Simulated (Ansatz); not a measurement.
Rows from a G0W0 calculation on SrTiO3 (I4/mcm) (Ansatz 0.2.0; G0W0 on PBE, plane waves, PAW; PAW set soft_1; 4×4×4 mesh, 493 empty bands, screening to 150 eV, PAW set soft_1 files), in eV. Spin-orbit coupling is left out.

| row | Σx | Σc | Vxc | Z |
| --- | --- | --- | --- | --- |
| A | -12.66 | -6.48 | -20.29 | 0.74 |
| B | -26.07 | 4.66 | -21.01 | 0.72 |
| C | -26.08 | 4.66 | -21.02 | 0.72 |
| D | -12.65 | -6.49 | -20.29 | 0.74 |

Q: Which rows are filled states and which are empty ones, and how can one tell?

Filled: B and C. Empty: A and D. The sign of Σc tells: for a filled state bare exchange, which holds its interaction with itself, lies below Vxc (Σx − Vxc is -5.1 eV or lower here) and screening gives part back as a positive Σc. For an empty state Σx lies above Vxc (+7.6 eV or more) and the Coulomb hole leaves Σc negative.

[Runs of the session that timed out or met a known fault of the program may be left out.]

[Cells called generated may have been cut or substituted from an entry of the Crystallography Open Database or the Materials Project.]

[Hosts, paths, dates, database ids (printed as entryN), source tags and the programs' standing remarks are cut or masked in the printed files.]
